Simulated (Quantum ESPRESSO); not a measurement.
# SrCl2 (Fm-3m): a worked LO-TO splitting

How high does the longitudinal optical mode of SrCl2 (Fm-3m) lie, given the transverse one, the Born charge and ε∞?

Calculated with Quantum ESPRESSO 7.5; DFT LDA, scalar-relativistic, plane waves, GBRV ultrasoft pseudopotentials.

## Step 1: The relaxed structure

Symmetry: Fm-3m, No. 225, cubic system. Conventional cell: a = 6.799 Å, b = 6.799 Å, c = 6.799 Å, α = 90.00°, β = 90.00°, γ = 90.00°. Nearest to Sr lie 8 Cl at 2.94 Å. Nearest to Cl lie 4 Sr at 2.94 Å. Farther neighbours and most contacts between anions are not listed.

Structure file:

```
Sr Cl
1.0
    -3.39947    0.00000    3.39947
     0.00000    3.39947    3.39947
    -3.39947    3.39947    0.00000
Sr Cl
1 2
Direct
  0.00000 0.00000 0.00000
  0.75000 0.75000 0.75000
  0.25000 0.25000 0.25000
```

This is the cell after its relaxation at this level of theory, not the database cell from which that began.

## Step 2: What the response run gave

A linear-response run on the relaxed cell, with the response to an electric field; only its zone-centre results are used. Cutoff 40 Ry, k mesh 6×6×6.

What it wrote:

```text
[banners, grids, parts of the stress and lines that vanish by symmetry left out]
Program PHONON v.7.5
     Reading xml data from directory:

[...]
Exchange-correlation= PZ
                           (   1   1   0   0   0   0   0)
[...]
(   3 q-points):
[...]
kinetic-energy cut-off    =      40.0000  Ry
     charge density cut-off    =     240.0000  Ry
     convergence threshold     =      1.0E-18
[...]
Exchange-correlation= PZ
                           (   1   1   0   0   0   0   0)
[...]
q = (   0.0000000   0.0000000   0.0000000 )
     49 Sym.Ops. (with q -> -q+G )
     G cutoff = 1003.5350  (  33319 G-vectors)     FFT grid: ( 45, 45, 45)
     G cutoff =  669.0233  (  18149 G-vectors)  smooth grid: ( 40, 40, 40)
     number of k points=    16
[...]
Mode symmetry, O_h (m-3m)  point group:
[...]
Dielectric constant
[...]
End of electric fields calculation
          Dielectric constant in cartesian axis
          (       3.133421333      -0.000000000       0.000000000 )
          (      -0.000000000       3.133421333       0.000000000 )
          (      -0.000000000       0.000000000       3.133421333 )
          Effective charges (d Force / dE) in cartesian axis without acoustic sum rule applied (asr)
           atom    1  Sr    Mean Z*:        2.48720
      Ex  (        2.48720       -0.00000        0.00000 )
      Ey  (       -0.00000        2.48720       -0.00000 )
      Ez  (        0.00000       -0.00000        2.48720 )
           atom    2  Cl    Mean Z*:       -1.24493
      Ex  (       -1.24493        0.00000       -0.00000 )
      Ey  (        0.00000       -1.24493       -0.00000 )
      Ez  (        0.00000        0.00000       -1.24493 )
           atom    3  Cl    Mean Z*:       -1.24493
      Ex  (       -1.24493       -0.00000       -0.00000 )
      Ey  (       -0.00000       -1.24493        0.00000 )
      Ez  (       -0.00000        0.00000       -1.24493 )
          Effective charges Sum: Mean:       -0.00266
[...]
Effective charges (d Force / dE) in cartesian axis with asr applied:
           atom    1  Sr    Mean Z*:        2.48808
[...]
atom    2  Cl    Mean Z*:       -1.24404
[...]
atom    3  Cl    Mean Z*:       -1.24404
[...]
Representation #   1 modes #   1   2   3
[...]
End of self-consistent calculation
     Convergence has been achieved
     Representation #   2 modes #   4   5   6
[...]
End of self-consistent calculation
     Convergence has been achieved
     Representation #   3 modes #   7   8   9
[...]
Mode symmetry, D_3d (-3m)  point group:
[...]
Representation #   1 mode #   1
[...]
End of self-consistent calculation
     Convergence has been achieved
     Representation #   2 modes #   2   3
[...]
Convergence has been achieved
     Representation #   3 mode #   4
[...]
Convergence has been achieved
     Representation #   4 mode #   5
[...]
Convergence has been achieved
     Representation #   5 modes #   6   7
[...]
Convergence has been achieved
     Representation #   6 modes #   8   9
[...]
Convergence has been achieved
[...]
q = (    0.500000000  -0.500000000   0.500000000 )
[...]
freq (    1) =       2.066522 [THz] =      68.931740 [cm-1]
     freq (    2) =       2.066522 [THz] =      68.931740 [cm-1]
     freq (    3) =       4.201335 [THz] =     140.141447 [cm-1]
     freq (    4) =       5.047787 [THz] =     168.376055 [cm-1]
     freq (    5) =       5.047787 [THz] =     168.376055 [cm-1]
[...]
Mode symmetry, D_3d (-3m)  point group:
     freq (   1-   2) =         68.9  [cm-1]   --> E_u  L_3'
     freq (   3-   3) =        140.1  [cm-1]   --> A_2u L_2'
     freq (   4-   5) =        168.4  [cm-1]   --> E_g  L_3
     freq (   6-   6) =        172.6  [cm-1]   --> A_2u L_2'
     freq (   7-   8) =        173.1  [cm-1]   --> E_u  L_3'
     freq (   9-   9) =        185.7  [cm-1]   --> A_1g L_1
[...]
Mode symmetry, D_4h(4/mmm) point group:
[...]
Representation #   1 mode #   1
[...]
Convergence has been achieved
     Representation #   2 modes #   2   3
[...]
Convergence has been achieved
     Representation #   3 mode #   4
[...]
Convergence has been achieved
     Representation #   4 mode #   5
[...]
Convergence has been achieved
     Representation #   5 modes #   6   7
[...]
End of self-consistent calculation
     Convergence has been achieved
     Representation #   6 modes #   8   9
[...]
End of self-consistent calculation
     Convergence has been achieved
[...]
q = (    0.000000000  -1.000000000   0.000000000 )
[...]
freq (    2) =       2.521463 [THz] =      84.106937 [cm-1]
     freq (    3) =       2.701674 [THz] =      90.118145 [cm-1]
     freq (    4) =       3.479103 [THz] =     116.050398 [cm-1]
     freq (    5) =       3.479103 [THz] =     116.050398 [cm-1]
     freq (    6) =       4.755918 [THz] =     158.640336 [cm-1]
     freq (    7) =       6.020962 [THz] =     200.837689 [cm-1]
     freq (    8) =       6.020962 [THz] =     200.837689 [cm-1]
     freq (    9) =       6.500087 [THz] =     216.819562 [cm-1]
[...]
Mode symmetry, D_4h(4/mmm) point group:
     freq (   1-   2) =         84.1  [cm-1]   --> E_u  X_5' M_5'
     freq (   3-   3) =         90.1  [cm-1]   --> B_1u X_2' M_2'
     freq (   4-   5) =        116.1  [cm-1]   --> E_g  X_5  M_5
     freq (   6-   6) =        158.6  [cm-1]   --> A_2u X_4' M_4'
     freq (   7-   8) =        200.8  [cm-1]   --> E_u  X_5' M_5'
     freq (   9-   9) =        216.8  [cm-1]   --> A_1g X_1  M_1

   JOB DONE.
```

```
                       quantity   value
             cell volume Ω (Å³)  78.571
                 mass of Sr (u)  87.620
                 mass of Cl (u)  35.450
     Born charge of Sr, raw (e)   2.487
     Born charge of Cl, raw (e)  -1.245
                             ε∞   3.133
ω(TO) after the sum rule (cm⁻¹)   155.5
```

## Step 3: The calculation

The charges must sum to zero over the cell; taking off their mean, -0.001 e, leaves Z* = 2.488 e on Sr. In the polar mode Sr moves against the two Cl, so the reduced mass is μ = 87.62 × 70.90 / 158.52 = 39.189 u.

A longitudinal wave builds up a field that adds to the restoring force: ω(LO)² = ω(TO)² + 4π Z*² / (μ Ω ε∞), in Hartree atomic units. With μ = 71437 electron masses and Ω = 530.23 bohr³ the second term is 6.5544e-07 Ha², or 31572 cm⁻² (1 Ha = 219474.6 cm⁻¹).

So ω(LO) = √(24190 + 31572) = 236.1 cm⁻¹, and by the Lyddane-Sachs-Teller relation ε₀ = ε∞ (ω(LO)/ω(TO))² = 7.22.

## Step 4: Check against the program

The analysis program adds the same non-analytic term to the full matrix, here for q along (1 0 0).

What it wrote:

```text
[banners, grids, parts of the stress and lines that vanish by symmetry left out]
[banner, memory and clock lines left out]
Program DYNMAT v.7.5

     Reading Dynamical Matrix from file x.dyn1
     ...Force constants read
     ...epsilon and Z* read

     Polarizability (A^3 units)
     multiply by 0.584406 for Clausius-Mossotti correction
        13.339258   -0.000000   -0.000000
        -0.000000   13.339258    0.000000
         0.000000    0.000000   13.339258

     IR activities are in (D/A)^2/amu units

# mode   [cm-1]    [THz]      IR
    1     -0.00   -0.0000    0.0000
    2      0.00    0.0000    0.0000
[...]
8    191.65    5.7456    0.0000
    9    236.14    7.0794    3.6445

[end of the log left out, with the tail of the file of modes that dynmat.x writes under the same name]
```

ε₀ comes from the program's run without a direction of q.

```
    quantity  by hand  program
ω(LO) (cm⁻¹)    236.1    236.1
          ε₀     7.22     7.22
```

## Step 5: Outcome

```json
{
  "TO mode": "155.5 cm⁻¹",
  "LO mode": "236.1 cm⁻¹",
  "static dielectric constant": "7.223"
}
```

In words: The LO mode of SrCl2 (Fm-3m) lies at 236 cm⁻¹, 81 cm⁻¹ above the TO mode; the formula meets the program within 0.1 cm⁻¹, as it must for a cubic crystal with one polar mode. ω(LO)² − ω(TO)² goes with Z*²/ε∞: an error of 5 % in ε∞ would move the LO mode by 3.2 cm⁻¹, and semilocal functionals tend to overestimate ε∞. These are harmonic values at zero temperature, at the volume of this functional, for the structure held cubic; stability elsewhere in the zone is no part of this calculation.

[Host names and launcher messages were left out of these logs when they were recorded.]

[Logs are printed without paths, hosts, clocks, repeated set-up lines and the standing remarks that a program may print on its own settings, such as how far it seeks lower states.]

[Hosts, paths, dates, database ids (printed as entryN), source tags and the programs' standing remarks are cut or masked in the printed files.]
